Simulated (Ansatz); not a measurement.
# HfB2: optical spectrum from first principles, part 2 of 2

Aim: the dielectric function of HfB2, and the optical constants that follow from it.

Ansatz 0.2.0; DFT, PBEsol, plane-wave PAW, default files, scalar-relativistic, independent-particle optical response without local fields.

So far. Step 2 (Ground state and bands): There are states at the Fermi level within the smearing, so the occupations stay smeared and the carriers get a Drude term. The cell is left with a pressure of -4.3 GPa, as it stands unrelaxed at this level.

## 3. Spectrum (continued)

Loss function −Im 1/ε at q → 0 against energy loss; read off at these points:

```
energy loss (eV)  E ∥ x or y   E ∥ z
            0.50     0.00887  0.0106
            1.00      0.0337  0.0352
            1.50      0.0354  0.0326
            2.00      0.0455  0.0427
            2.50      0.0513  0.0480
            3.00      0.0725  0.0652
            3.50      0.0834  0.0760
            4.00      0.0877  0.0738
            4.50       0.106  0.0676
            4.80       0.117   0.105
            5.00       0.113   0.126
            5.50      0.0975   0.122
            6.00       0.122   0.136
            6.50       0.127   0.135
            7.00       0.136   0.136
            7.10       0.136   0.135
            7.50       0.130   0.118
            8.00       0.123   0.116
            8.50       0.106   0.107
            9.00       0.123   0.115
            9.50       0.117   0.151
           10.00       0.116   0.109
           10.50       0.144   0.144
           10.60       0.146   0.142
           11.00       0.122   0.115
           11.50       0.128   0.100
           12.00       0.151   0.140
           12.50       0.188   0.164
           13.00       0.214   0.190
           13.50       0.241   0.226
           14.00       0.255   0.272
```

Table of reflectivity at normal incidence by photon energy; read off at these points:

```
photon energy (eV)  E ∥ x or y (%)  E ∥ z (%)
             0.500            87.3       86.2
             0.750            61.5       56.5
             1.000            56.9       53.2
             1.250            56.3       53.6
             1.500            56.1       55.0
             1.750            55.1       54.4
             2.000            53.2       52.6
             2.250            51.9       51.8
             2.500            53.4       52.2
             2.750            50.3       50.9
             3.000            47.1       48.3
             3.250            45.1       46.1
             3.500            43.4       44.1
             3.750            42.2       43.4
             4.000            42.1       44.3
             4.250            42.2       45.4
             4.500            40.9       52.6
             4.550            39.9       52.8
             4.750            36.9       48.1
             5.000            35.2       41.0
             5.250            35.0       36.6
             5.500            39.5       36.6
             5.550            39.6       37.2
             5.750            38.4       36.5
             6.000            36.4       33.4
             6.250            35.8       35.4
             6.500            35.2       33.3
             6.750            35.3       33.5
             7.000            33.8       32.5
             7.250            33.1       32.2
             7.500            33.3       33.7
             7.750            33.8       36.5
             8.000            34.3       37.1
             8.250            35.5       38.6
             8.500            37.8       41.2
             8.750            42.8       44.9
             8.850            43.5       46.9
             9.000            42.0       47.3
             9.250            40.1       43.4
             9.500            42.7       39.9
             9.750            45.6       37.6
            10.000            46.5       49.1
            10.250            51.0       49.4
            10.500            46.4       45.5
            10.750            45.6       46.0
            11.000            50.9       50.9
            11.250            55.4       59.4
            11.500            56.4       63.8
            11.550            56.5       64.0
            11.750            56.7       61.9
            11.900            56.7       60.1
            12.000            56.5       59.8
            12.250            54.8       58.7
            12.500            53.1       58.8
            12.750            52.7       57.9
            13.000            51.6       57.6
            13.250            50.8       57.6
            13.500            49.8       56.3
            13.750            50.1       53.8
            14.000            51.0       52.4
```

Values under 1 per cm are given as 1. The absorption coefficient by photon energy:

```
photon energy (eV)  E ∥ x or y (1/cm)  E ∥ z (1/cm)
             0.500              3.7e5         3.4e5
             1.000              3.5e5         3.0e5
             1.500              5.1e5         4.8e5
             2.000              6.3e5         6.1e5
             2.500              7.9e5         7.6e5
             3.000              7.9e5         8.2e5
             3.500              8.3e5         8.4e5
             4.000              9.1e5         9.7e5
             4.500              9.8e5         1.3e6
             5.000              9.2e5         1.1e6
             5.500              1.2e6         1.1e6
             6.000              1.2e6         1.1e6
             6.500              1.2e6         1.1e6
             7.000              1.2e6         1.2e6
             7.500              1.3e6         1.3e6
             8.000              1.4e6         1.6e6
             8.500              1.7e6         1.9e6
             9.000              2.0e6         2.1e6
             9.500              2.1e6         1.9e6
            10.000              2.3e6         2.5e6
            10.500              2.3e6         2.2e6
            11.000              2.6e6         2.7e6
            11.500              2.5e6         2.7e6
            12.000              2.4e6         2.4e6
            12.500              2.3e6         2.3e6
            13.000              2.2e6         2.2e6
            13.500              2.2e6         2.1e6
            14.000              2.2e6         2.0e6
```

From ε follow the optical constants at some laser and lamp lines:

```
wavelength (nm)  n xy   k xy  R (%) xy  1/α xy   n z    k z  R (%) z   1/α z
           1064  4.21  3.401      56.5   25 nm  4.41  2.916     53.3   29 nm
            800  3.99  3.375      56.0   19 nm  4.30  3.188     55.0   20 nm
            633  3.51  3.143      53.5   16 nm  3.74  3.050     52.9   17 nm
            532  3.36  3.016      52.2   14 nm  3.54  2.955     51.7   14 nm
            405  2.64  2.553      46.6   13 nm  2.82  2.645     47.7   12 nm
            365  2.57  2.377      44.1   12 nm  2.73  2.431     44.9   12 nm
            193  2.11  1.844      35.4  8.3 nm  2.04  1.745     33.6  8.8 nm
```

A polished face would reflect 52 % of daylight and look light grey (CIE x = 0.316, y = 0.333 under D65).

## 4. Results

```yaml
gap_on_the_path: 0 eV
main_peak_of_the_optical_conductivity_above_1_ev_first_axis: 8.62 eV
drude_plasma_energy_first_axis: 4.73 eV
```

In words: At this level (PBEsol, independent particles) HfB2 is a metal with a Drude plasma energy of 4.7 eV along x, 4.7 eV along y and 4.5 eV along z; it reflects 52 % at 550 nm for E ∥ x. Along x the bare Drude plasma energy is 4.7 eV; Re ε first rises through zero at 0.82 eV, far lower, because interband transitions screen the carriers. Im ε is 27 there, so the loss peak at that energy is weak. A polished face would reflect 52 % of daylight and look light grey (CIE x = 0.316, y = 0.333 under D65). In the base run ε includes the program's bounded estimate of what the bands above those summed add. The carriers' damping of 0.05 eV is typed, not computed; at 0.8 eV the carriers give 8 % of Im ε along the first axis; the rest comes from the sum over bands, which at low energy also holds close bands and the noise of the mesh. Spin-orbit coupling is left out although heavy atoms are present. The Fermi-Dirac width of 0.05 eV acts as an electron temperature of 580 K in the carriers' term.

[Logs are printed without paths, hosts, clocks, repeated set-up lines and the standing remarks that a program may print on its own settings, such as how far it seeks lower states.]

[Hosts, paths, dates, database ids (printed as entryN), source tags and the programs' standing remarks are cut or masked in the printed files.]
